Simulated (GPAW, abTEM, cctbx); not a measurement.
## ZnTePb2S6: the scripts behind a bonding study

Short scripts, each with its output. The cell comes from substitution in a known structure type and wasn't matched to any measured phase.

**1. Build the all-electron density and subtract free atoms**

```text
cell
1.0
     0.000000000    4.890500960    4.890500960
     4.890500960    0.000000000    4.890500960
     4.890500960    4.890500960    0.000000000
Pb Te Zn S
2 1 1 6
Direct
0.750000000 0.750000000 0.750000000
0.250000000 0.250000000 0.250000000
0.000000000 0.000000000 0.000000000
0.500000000 0.500000000 0.500000000
0.746795840 0.746795840 0.253204160
0.253204160 0.253204160 0.746795840
0.746795840 0.253204160 0.746795840
0.253204160 0.746795840 0.746795840
0.253204160 0.746795840 0.253204160
0.746795840 0.253204160 0.253204160
```

```python
import numpy as np
from ase.io import read
from ase.units import Bohr
from gpaw import GPAW, PW, FermiDirac
from gpaw.calculator import GPAW as OldGPAW
from gpaw.mpi import serial_comm, world
from scipy.special import erfc
from scipy.spatial import cKDTree

atoms = read("cell.vasp")
atoms.calc = GPAW(mode=PW(450), xc="PBE", kpts={"size": (4, 4, 4), "gamma": True},
                 occupations=FermiDirac(0.05), maxiter=120, symmetry={"tolerance": 1e-5}, txt="scf.txt")
atoms.get_potential_energy()
rho = atoms.calc.get_all_electron_density(gridrefinement=2)
moments = atoms.get_magnetic_moments() if atoms.calc.get_number_of_spins() == 2 else np.zeros(len(atoms))
total = atoms.get_magnetic_moment() if moments.any() else 0.0
if world.rank == 0:
    free = OldGPAW(mode=PW(450), xc="PBE", txt=None, communicator=serial_comm)
    neutral = atoms.copy()
    neutral.set_initial_magnetic_moments(None)
    free.initialize(neutral)
    free.set_positions(neutral)
    drho = rho - free.get_all_electron_density(gridrefinement=2)
    # GPAW starts from confined atoms: exchange their smooth part for that of the datasets' free atoms
    h = np.stack(np.meshgrid(*[np.fft.fftfreq(n, 1 / n) for n in drho.shape], indexing="ij"), -1)
    gabs = np.linalg.norm(h @ atoms.cell.reciprocal(), axis=-1)
    tails = np.fft.fftn(free.get_pseudo_density(gridrefinement=2))
    g, form, v0 = np.linspace(0, gabs.max(), 1500), {}, 0
    for e in set(atoms.symbols):
        idx = atoms.symbols.search(e)
        d = free.setups[idx[0]].data
        r, w = d.rgd.r_g * Bohr, d.rgd.r_g**2 * d.rgd.dr_g
        j0 = np.sinc(2 * g[:, None] * r)
        smooth = sum(f * p**2 for f, p in zip(d.f_j, d.phit_jg)) + np.sqrt(4 * np.pi) * d.nct_g
        full = sum(f * p**2 for f, p in zip(d.f_j, d.phi_jg)) + np.sqrt(4 * np.pi) * d.nc_g
        phase = sum(np.exp(-2j * np.pi * h @ s) for s in atoms.get_scaled_positions()[idx])
        tails -= np.interp(gabs, g, j0 @ (smooth * w)) * phase * drho.size / atoms.get_volume()
        form[e] = j0 @ (full * w)
        v0 += 2 * np.pi / 3 * 14.3996 * (full * w * r**2).sum() * len(idx)  # V A^3
    tails *= 0.5 * erfc((gabs - 1.8) / 0.25)  # the tails differ at long wavelengths alone
    drho += np.fft.ifftn(tails).real  # crystal minus superposed spherical free atoms
    np.save("drho.npy", drho)
    dv = atoms.get_volume() / drho.size
    print("grid", drho.shape, " electrons %.3f" % (rho.sum() * dv), " moved by bonding %.3f e" % (abs(drho).sum() * dv / 2))
    pts = np.indices(drho.shape).reshape(3, -1).T / drho.shape @ atoms.cell
    shifts = (np.indices((3, 3, 3)).reshape(3, -1).T - 1) @ atoms.cell
    images = (atoms.positions[None] + shifts[:, None]).reshape(-1, 3)
    dist, idx = cKDTree(images).query(pts, k=4)
    out = drho.ravel()[dist[:, 0] > 0.5]
    print("deformation density beyond 0.5 A of the nuclei: max %.3f, min %.3f e/A^3" % (out.max(), out.min()))
    tie = dist < dist[:, :1] + 1e-4
    q = -np.bincount((idx % len(atoms))[tie], (drho.ravel()[:, None] / tie.sum(1, keepdims=True) * tie)[tie], len(atoms)) * dv
    print("atom        x       y       z   Voronoi charge  moment")
    for a, s, c, m in zip(atoms, atoms.get_scaled_positions(), q, moments):
        print("%-2s%-3d %7.4f %7.4f %7.4f %10.3f %10.2f" % (a.symbol, a.index + 1, *s, c, m))
    np.savez("free.npz", g=g, **form)
    print("mean inner potential of superposed free atoms %.3f V" % (v0 / atoms.get_volume()))
    print("total magnetic moment %.3f muB" % total)
```

```console
$ OMP_NUM_THREADS=1 mpirun -n 4 gpaw python run.py > gpaw.log
```

```text
grid (70, 70, 70)  electrons 342.000  moved by bonding 2.182 e
deformation density beyond 0.5 A of the nuclei: max 0.092, min -0.094 e/A^3
atom        x       y       z   Voronoi charge  moment
Pb1    0.7500  0.7500  0.7500      0.514       0.00
Pb2    0.2500  0.2500  0.2500      0.514       0.00
Te3    0.0000  0.0000  0.0000      0.488       0.00
Zn4    0.5000  0.5000  0.5000      0.317       0.00
S 5    0.7468  0.7468  0.2532     -0.306       0.00
S 6    0.2532  0.2532  0.7468     -0.306       0.00
S 7    0.7468  0.2532  0.7468     -0.306       0.00
S 8    0.2532  0.7468  0.7468     -0.306       0.00
S 9    0.2532  0.7468  0.2532     -0.306       0.00
S 10   0.7468  0.2532  0.2532     -0.306       0.00
mean inner potential of superposed free atoms 15.192 V
total magnetic moment 0.000 muB
```

Time: 21 s on 4 cores of AMD EPYC 9R14 (Zen 4) (shared host), peak memory 1.1 GiB.

**2. Fourier-transform the difference**

```python
from cctbx import adptbx, crystal, miller, xray
from cctbx.eltbx import tiny_pse
import numpy as np

cs = crystal.symmetry(unit_cell=(9.781, 9.781, 9.781, 90, 90, 90), space_group_symbol='Hall: -F 4 2 3')  # Fm-3m
atoms = [  # label, site, U (iso, or U11 U22 U33 U12 U13 U23 in A^2), occupancy
    ("Pb1", (0.25, 0.25, 0.75), 0.0000, 1),
    ("Te1", (0, 0, 0), 0.0000, 1),
    ("Zn1", (0.5, 0, 0), 0.0000, 1),
    ("S1", (0, 0, 0.7468), 0.0000, 1),
]
xs = xray.structure(crystal_symmetry=cs)
for label, site, u, occ in atoms:
    u = adptbx.u_cif_as_u_star(cs.unit_cell(), u) if isinstance(u, tuple) else u
    xs.add_scatterer(xray.scatterer(label, site=site, u=u, occupancy=occ))
xs.scattering_type_registry(table="wk1995")
drho = np.load("drho.npy")
T = np.array([[-1, 1, 1], [1, -1, 1], [1, 1, -1]])  # conventional axes in terms of the primitive ones
dF = np.fft.ifftn(drho) * 935.72888  # electrons a conventional cell, indexed by primitive hkl
ms = miller.build_set(cs, anomalous_flag=False, d_min=0.9).sort("resolution")
iam = ms.structure_factors_from_scatterers(xs, algorithm="direct").f_calc()
p1 = xs.expand_to_p1()
z = np.array([tiny_pse.table(sc.scattering_type).atomic_number() for sc in p1.scatterers()])
x = np.array(p1.sites_frac())
free = np.load("free.npz")
print("static structure factors of the conventional cell: F in electrons, V (Mott-Bethe) in volts")
print("   h  k  l      d  |F| table  |F| free   |F| DFT   change   |V| free  |V| DFT  change %")
for h, d, table in list(zip(ms.indices(), ms.d_spacings().data(), iam.data()))[:16]:
    df = dF[tuple(np.rint(np.linalg.solve(T, h)).astype(int))]
    phase = np.exp(2j * np.pi * x @ h)
    f = sum(np.interp(1 / d, free["g"], free[sc.scattering_type]) * p for sc, p in zip(p1.scatterers(), phase))
    fz = (z * phase).sum()
    c = 14.3996 * d * d / (np.pi * cs.unit_cell().volume())
    v0, v1 = abs(fz - f) * c, abs(fz - f - df) * c
    print("%4d%3d%3d %7.4f %9.3f %9.3f %9.3f %8.3f %9.3f %8.3f %8s" % (h + (d, abs(table), abs(f), abs(f + df), abs(f + df) - abs(f), v0, v1, "%.1f" % (100 * (v1 / v0 - 1)) if v0 > 0.02 else "-")))
```

```console
$ python run.py
```

```text
static structure factors of the conventional cell: F in electrons, V (Mott-Bethe) in volts
   h  k  l      d  |F| table  |F| free   |F| DFT   change   |V| free  |V| DFT  change %
   1  1  1  5.6471    75.263    75.239    74.962   -0.277     0.787    0.831      5.5
   0  2  0  4.8905   203.017   202.226   201.122   -1.105     0.273    0.144    -47.4
   0  2  2  3.4581   776.930   776.510   772.544   -3.966     4.668    4.901      5.0
   1  3  1  2.9491    74.581    74.829    74.899    0.071     0.671    0.668     -0.4
   2  2  2  2.8235   580.414   580.580   583.706    3.126     5.120    4.998     -2.4
   0  4  0  2.4453  1078.700  1078.754  1079.716    0.962     8.459    8.431     -0.3
   1  3  3  2.2439    75.644    76.179    76.062   -0.117     0.609    0.612      0.5
   0  4  2  2.1871   202.149   202.169   202.592    0.423     0.044    0.053     22.8
   2  4  2  1.9965   689.050   688.325   689.457    1.133     3.270    3.248     -0.7
   3  3  3  1.8824    77.611    78.243    77.852   -0.392     0.571    0.578      1.2
   1  5  1  1.8824    52.872    53.458    54.012    0.554     0.287    0.278     -3.3
   0  4  4  1.7291   951.590   951.333   950.650   -0.683     6.090    6.100      0.2
   1  5  3  1.6533    56.913    57.464    57.530    0.067     0.306    0.305     -0.3
   2  4  4  1.6302   193.649   194.011   195.152    1.141     0.087    0.073    -17.0
   0  6  0  1.6302   192.725   193.085   193.711    0.626     0.078    0.070    -10.5
   0  6  2  1.5465   630.439   629.744   630.735    0.991     2.663    2.651     -0.4
```

Time: 0.29 s on 1 core of AMD EPYC 9R14 (Zen 4) (shared host), peak memory 0.08 GiB.

**3. Propagate a plane wave with and without the bonding term**

```python
import abtem
import numpy as np
from ase.build import make_supercell
from ase.io import read

abtem.config.set({"dask.lazy": False, "fft": "fftw", "diagnostics.progress_bar": False})
M = [[1, -1, 1], [1, -1, -1], [1, 1, -1]]  # rows: x, y and beam direction in the primitive cell's axes
unit = make_supercell(read("cell.vasp"), M)
unit.set_cell(list(unit.cell.lengths()) + [90, 90, 90], scale_atoms=True)
unit.positions[:, 2] += 0.6113  # keeps atomic planes off the slice boundaries
unit.wrap()
slab = unit * (1, 1, 42)
print(slab.get_chemical_formula(), "| box %.2f x %.2f x %.2f A" % tuple(slab.cell.lengths()))

# change of the potential by bonding, from the DFT deformation density (Poisson's equation term by term)
drho = np.load("drho.npy")
prim = read("cell.vasp")
h = np.stack(np.meshgrid(*[np.fft.fftfreq(n, 1 / n) for n in drho.shape], indexing="ij"), -1).reshape(-1, 3).astype(int)
g2 = ((h @ prim.cell.reciprocal()) ** 2).sum(1)
keep = (g2 > 0) & (g2 < 2.5**2)
shape = (280, 280, 56)
vg = np.zeros(shape, complex)
hm = h[keep] @ np.array(M).T
move = np.exp(-2j * np.pi * hm[:, 2] * (0.6113 / unit.cell[2, 2] - 0.5 / shape[2]))  # the same shift, sampled at mid-points
vg[tuple(hm.T % np.array(shape)[:, None])] = -14.3996 / np.pi * (np.fft.fftn(drho).ravel() / drho.size)[keep] / g2[keep] * move
dV = np.fft.ifftn(vg).real * vg.size
dV = dV.reshape(280, 280, 8, 7).mean(3) * unit.cell[2, 2] / 8  # V A, projected in each slice
dV = np.tile(dV.transpose(2, 0, 1), (42, 1, 1))


def build(atoms):
    p = abtem.Potential(atoms, gpts=(280, 280), slice_thickness=[slab.cell[2, 2] / 336] * 336,
                        parametrization="lobato", projection="infinite", exit_planes=24).build()
    p.array[:] += BONDING * dV
    return p


def potentials():
    yield build(slab)  # atoms at rest


for label, BONDING in (("IAM", 0.0), ("DFT", 1.0)):
    print("=====", label)
    potential = build(slab)
    print("grid", potential.gpts, "slices", potential.num_slices)
    thickness = potential.exit_thicknesses
    wave = abtem.PlaneWave(energy=200000)
    dp = np.mean([wave.multislice(p).diffraction_patterns(max_angle="valid").array for p in potentials()], axis=0)
    hkl = [(0, 0, 0), (2, 0, 0), (2, 2, 0)]
    nx, ny = dp.shape[-2:]
    print("intensity of each beam, fraction of the incident wave")
    print("  t (A)" + "".join("%9s" % " ".join(map(str, h)) for h in hkl) + "  diffuse    total")
    grid = np.zeros((nx, ny), bool)
    grid[nx // 2 % 1::1, ny // 2 % 1::1] = True
    for t, a in list(zip(thickness, dp))[1:]:
        idx = [np.rint(np.array(M) @ np.linalg.solve([[-1, 1, 1], [1, -1, 1], [1, 1, -1]], h)).astype(int) for h in hkl]
        print("%7.1f" % t + "".join("%9.5f" % a[nx // 2 + i[0] * 1, ny // 2 + i[1] * 1] for i in idx) + "%9.4f%9.4f" % (a[~grid].sum(), a.sum()))
```

```console
$ python run.py
```

```text
Pb336S1008Te168Zn168 | box 9.78 x 9.78 x 410.80 A
===== IAM
grid (280, 280) slices 336
intensity of each beam, fraction of the incident wave
  t (A)    0 0 0    2 0 0    2 2 0  diffuse    total
   29.3  0.81016  0.00007  0.00346   0.0000   0.9943
   58.7  0.79644  0.00018  0.00374   0.0000   0.9883
   88.0  0.55837  0.00045  0.00692   0.0000   0.9846
  117.4  0.44018  0.00094  0.03109   0.0000   0.9790
  146.7  0.25652  0.00138  0.04596   0.0000   0.9734
  176.1  0.16721  0.00264  0.08606   0.0000   0.9664
  205.4  0.09210  0.00300  0.10389   0.0000   0.9583
  234.7  0.06999  0.00480  0.12436   0.0000   0.9494
  264.1  0.06921  0.00517  0.12397   0.0000   0.9406
  293.4  0.09202  0.00654  0.11399   0.0000   0.9295
  322.8  0.12680  0.00725  0.08735   0.0000   0.9180
  352.1  0.17875  0.00890  0.06246   0.0000   0.9056
  381.5  0.23333  0.00894  0.03193   0.0000   0.8949
  410.8  0.31394  0.01127  0.01464   0.0000   0.8849
===== DFT
grid (280, 280) slices 336
intensity of each beam, fraction of the incident wave
  t (A)    0 0 0    2 0 0    2 2 0  diffuse    total
   29.3  0.81101  0.00005  0.00338   0.0000   0.9943
   58.7  0.80036  0.00010  0.00293   0.0000   0.9883
   88.0  0.56534  0.00024  0.00566   0.0000   0.9845
  117.4  0.45041  0.00051  0.02810   0.0000   0.9787
  146.7  0.26613  0.00073  0.04237   0.0000   0.9727
  176.1  0.17349  0.00156  0.08180   0.0000   0.9654
  205.4  0.09126  0.00167  0.10059   0.0000   0.9571
  234.7  0.05829  0.00288  0.12436   0.0000   0.9479
  264.1  0.04597  0.00293  0.12833   0.0000   0.9390
  293.4  0.05631  0.00375  0.12384   0.0000   0.9278
  322.8  0.07956  0.00398  0.10190   0.0000   0.9162
  352.1  0.12215  0.00495  0.07929   0.0000   0.9036
  381.5  0.17417  0.00459  0.04771   0.0000   0.8925
  410.8  0.25657  0.00601  0.02712   0.0000   0.8822
```

Time: 7.9 s.

[Outputs are excerpts: Python notices, other lines and further rows are left out; steps that failed or that the build refused (PBEsol, TPSS) are not shown.]

[Logs are printed without paths, hosts, clocks, repeated set-up lines and the standing remarks that a program may print on its own settings, such as how far it seeks lower states.]
